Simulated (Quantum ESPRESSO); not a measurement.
## KCl (Sylvite): a mode Grüneisen parameter, worked out

Aim: the Grüneisen parameter and the pressure coefficient of an optical mode of KCl (Sylvite).

Calculated with Quantum ESPRESSO 7.5; DFT PBE, scalar-relativistic, plane waves, PseudoDojo norm-conserving pseudopotentials.

## (1) The relaxed structure

It takes space group Fm-3m (No. 225, cubic). Conventional cell: a = 6.380 Å, b = 6.380 Å, c = 6.380 Å, α = 90.00°, β = 90.00°, γ = 90.00°. Nearest to K lie 6 Cl at 3.19 Å. Nearest to Cl lie 6 K at 3.19 Å. Farther neighbours and most contacts between anions are not listed.

Structure file:

```xyz
2
Lattice="-3.1901 0.0000 3.1901 0.0000 3.1901 3.1901 -3.1901 3.1901 0.0000" Properties=species:S:1:pos:R:3 pbc="T T T"
K     0.0000    0.0000    0.0000
Cl   -3.1901    3.1901    3.1901
```

This is the cell after its relaxation at this level of theory, not the database cell from which that began.

## (2) Runs at several volumes

The relaxed cell is scaled uniformly; in this structure symmetry fixes all atoms, so nothing has to be relaxed anew. Each volume gets a ground state and a response at Γ. The mode followed is the highest one without the macroscopic field, of symmetry T1u; longitudinal polar modes lie higher. Cutoff 81 Ry, k mesh 8×8×8.

From the response at V/V₀ = 0.97:

The program printed:

```text
[banners, grids, parts of the stress and lines that vanish by symmetry left out]
Program PHONON v.7.5
     Reading xml data from directory:

[...]
Exchange-correlation= PBE
                           (   1   4   3   4   0   0   0)
[...]
kinetic-energy cut-off    =      81.0000  Ry
     charge density cut-off    =     324.0000  Ry
     convergence threshold     =      1.0E-18
[...]
Exchange-correlation= PBE
                           (   1   4   3   4   0   0   0)
[...]
q = (   0.0000000   0.0000000   0.0000000 )
     49 Sym.Ops. (with q -> -q+G )
     G cutoff = 1169.0218  (  41703 G-vectors)     FFT grid: ( 50, 50, 50)
     number of k points=    29
[...]
Mode symmetry, O_h (m-3m)  point group:
[...]
Dielectric constant
[...]
End of electric fields calculation
          Dielectric constant in cartesian axis
          (       2.313048548      -0.000000000      -0.000000000 )
          (      -0.000000000       2.313048548       0.000000000 )
          (      -0.000000000       0.000000000       2.313048548 )
          Effective charges (d Force / dE) in cartesian axis without acoustic sum rule applied (asr)
           atom    1  K     Mean Z*:        1.12656
      Ex  (        1.12656       -0.00000        0.00000 )
      Ey  (       -0.00000        1.12656        0.00000 )
      Ez  (       -0.00000       -0.00000        1.12656 )
           atom    2  Cl    Mean Z*:       -1.12708
      Ex  (       -1.12708       -0.00000       -0.00000 )
      Ey  (       -0.00000       -1.12708        0.00000 )
      Ez  (       -0.00000        0.00000       -1.12708 )
          Effective charges Sum: Mean:       -0.00052
[...]
Effective charges (d Force / dE) in cartesian axis with asr applied:
           atom    1  K     Mean Z*:        1.12682
[...]
atom    2  Cl    Mean Z*:       -1.12682
[...]
Representation #   1 modes #   1   2   3
[...]
End of self-consistent calculation
     Convergence has been achieved
     Representation #   2 modes #   4   5   6
[...]
End of self-consistent calculation
     Convergence has been achieved
[...]
Dielectric constant in cartesian axis
          (       2.313048548      -0.000000000      -0.000000000 )
          (      -0.000000000       2.313048548       0.000000000 )
          (      -0.000000000       0.000000000       2.313048548 )
          Effective charges (d Force / dE) in cartesian axis without acoustic sum rule applied (asr)
           atom    1  K     Mean Z*:        1.12656
      Ex  (        1.12656       -0.00000        0.00000 )
      Ey  (       -0.00000        1.12656        0.00000 )
      Ez  (       -0.00000       -0.00000        1.12656 )
           atom    2  Cl    Mean Z*:       -1.12708
      Ex  (       -1.12708       -0.00000       -0.00000 )
      Ey  (       -0.00000       -1.12708        0.00000 )
      Ez  (       -0.00000        0.00000       -1.12708 )
          Effective charges Sum: Mean:       -0.00052
[...]
Effective charges (d Force / dE) in cartesian axis with asr applied:
           atom    1  K     Mean Z*:        1.12682
[...]
atom    2  Cl    Mean Z*:       -1.12682
[...]
q = (    0.000000000   0.000000000   0.000000000 )
[...]
freq (    1) =      -0.069092 [THz] =      -2.304650 [cm-1]
     freq (    2) =      -0.069092 [THz] =      -2.304650 [cm-1]
     freq (    3) =      -0.069092 [THz] =      -2.304650 [cm-1]
     freq (    4) =       4.059318 [THz] =     135.404274 [cm-1]
     freq (    5) =       4.059318 [THz] =     135.404274 [cm-1]
     freq (    6) =       4.059318 [THz] =     135.404274 [cm-1]
[...]
Mode symmetry, O_h (m-3m)  point group:
     freq (   1-   3) =         -2.3  [cm-1]   --> T_1u G_15  G_4- I
     freq (   4-   6) =        135.4  [cm-1]   --> T_1u G_15  G_4- I

   JOB DONE.
```

One volume, V/V₀ = 1, is held back as a test.

```tsv
V/V₀	volume (Å³/atom)	pressure (GPa)	ω (cm⁻¹)
0.97	31.490	0.53	135.40
1	32.464	0.00	held back
1.03	33.438	-0.45	116.08
```

## (3) The fit

The mode Grüneisen parameter is γ = −d ln ω / d ln V.

```tsv
ln(V/V₀)	ln ω
-0.0305	4.9082
0.0296	4.7543
```

A straight line through these points has the slope -2.565, so γ = 2.57; at V/V₀ = 1 it predicts ω = exp(4.8301 + 0.0000) = 125.22 cm⁻¹.

A parabola of pressure against ln V through V/V₀ = 0.97, 1 and 1.03 gives the bulk modulus B = −dP/d ln V = 16.3 GPa at V₀. With ω₀ from the fitted line the pressure coefficient follows as dω/dP = γ ω₀ / B = 2.57 × 125.2 / 16.3 = 19.7 cm⁻¹/GPa.

## (4) The run that was held back

The program printed:

```text
[banners, grids, parts of the stress and lines that vanish by symmetry left out]
[banner, memory and clock lines left out]
Program PHONON v.7.5

[...]
Exchange-correlation= PBE
                           (   1   4   3   4   0   0   0)
[...]
(   8 q-points):
[...]
kinetic-energy cut-off    =      81.0000  Ry
     charge density cut-off    =     324.0000  Ry
     convergence threshold     =      1.0E-18
[...]
Exchange-correlation= PBE
                           (   1   4   3   4   0   0   0)
[...]
q = (   0.0000000   0.0000000   0.0000000 )
     49 Sym.Ops. (with q -> -q+G )
     G cutoff = 1193.0028  (  43215 G-vectors)     FFT grid: ( 50, 50, 50)
     number of k points=    29
[...]
Mode symmetry, O_h (m-3m)  point group:
[...]
Dielectric constant
[...]
End of electric fields calculation
          Dielectric constant in cartesian axis
          (       2.283451417      -0.000000000       0.000000000 )
          (       0.000000000       2.283451417       0.000000000 )
          (       0.000000000       0.000000000       2.283451417 )
          Effective charges (d Force / dE) in cartesian axis without acoustic sum rule applied (asr)
           atom    1  K     Mean Z*:        1.12977
      Ex  (        1.12977        0.00000       -0.00000 )
      Ey  (        0.00000        1.12977        0.00000 )
      Ez  (        0.00000        0.00000        1.12977 )
           atom    2  Cl    Mean Z*:       -1.13028
      Ex  (       -1.13028        0.00000       -0.00000 )
      Ey  (       -0.00000       -1.13028        0.00000 )
[...]
Convergence has been achieved
[...]
Convergence has been achieved
[...]
Convergence has been achieved
[...]
q = (    0.000000000  -1.000000000   0.000000000 )
[...]
freq (    5) =       3.887931 [THz] =     129.687433 [cm-1]
     freq (    6) =       4.079284 [THz] =     136.070265 [cm-1]
[...]
Mode symmetry, D_4h(4/mmm) point group:
     freq (   1-   2) =         59.6  [cm-1]   --> E_u  X_5' M_5'
     freq (   3-   3) =        107.0  [cm-1]   --> A_2u X_4' M_4'
     freq (   4-   5) =        129.7  [cm-1]   --> E_u  X_5' M_5'
     freq (   6-   6) =        136.1  [cm-1]   --> A_2u X_4' M_4'
[...]
Mode symmetry, D_2d (-42m) point group:
[...]
Representation #   1 mode #   1
[...]
Convergence has been achieved
     Representation #   2 mode #   2
[...]
Convergence has been achieved
     Representation #   3 modes #   3   4
[...]
End of self-consistent calculation
     Convergence has been achieved
     Representation #   4 modes #   5   6
[...]
End of self-consistent calculation
     Convergence has been achieved
[...]
q = (   -0.500000000  -1.000000000   0.000000000 )
[...]
freq (    1) =       2.626046 [THz] =      87.595461 [cm-1]
     freq (    2) =       2.626046 [THz] =      87.595461 [cm-1]
     freq (    3) =       3.172515 [THz] =     105.823723 [cm-1]
     freq (    4) =       3.384036 [THz] =     112.879279 [cm-1]
     freq (    5) =       3.984609 [THz] =     132.912236 [cm-1]
     freq (    6) =       3.984609 [THz] =     132.912236 [cm-1]
[...]
Mode symmetry, D_2d (-42m) point group:
     freq (   1-   2) =         87.6  [cm-1]   --> E    X_5  W_3
     freq (   3-   3) =        105.8  [cm-1]   --> B_2  X_3  W_2
     freq (   4-   4) =        112.9  [cm-1]   --> A_1  X_1  W_1
     freq (   5-   6) =        132.9  [cm-1]   --> E    X_5  W_3
```

It gives 125.52 cm⁻¹ against the predicted 125.22 cm⁻¹, a miss of 0.3 cm⁻¹.

## (5) Results

```json
{"mode Grüneisen parameter": "2.565", "bulk modulus": "16.3 GPa", "pressure coefficient": "19.7 cm⁻¹/GPa"}
```

What this shows: The highest optical mode of KCl (Sylvite) without the LO-TO term stiffens by 19.7 cm⁻¹ a GPa near the relaxed volume, with γ = 2.57. The power law meets all 3 runs within 0.24 %; between neighbouring volumes γ runs from 2.49 to 2.65. Such a coefficient turns a measured shift of this mode into a hydrostatic stress; uniaxial or biaxial stress splits the mode and needs deformation potentials. These are harmonic values at zero temperature for the structure held cubic, which a run at Γ can't show to be stable; the bulk modulus rests on three points.

[Host names and launcher messages were left out of these logs when they were recorded.]

[Logs are printed without paths, hosts, clocks, repeated set-up lines and the standing remarks that a program may print on its own settings, such as how far it seeks lower states.]

[Hosts, paths, dates, database ids (printed as entryN), source tags and the programs' standing remarks are cut or masked in the printed files.]
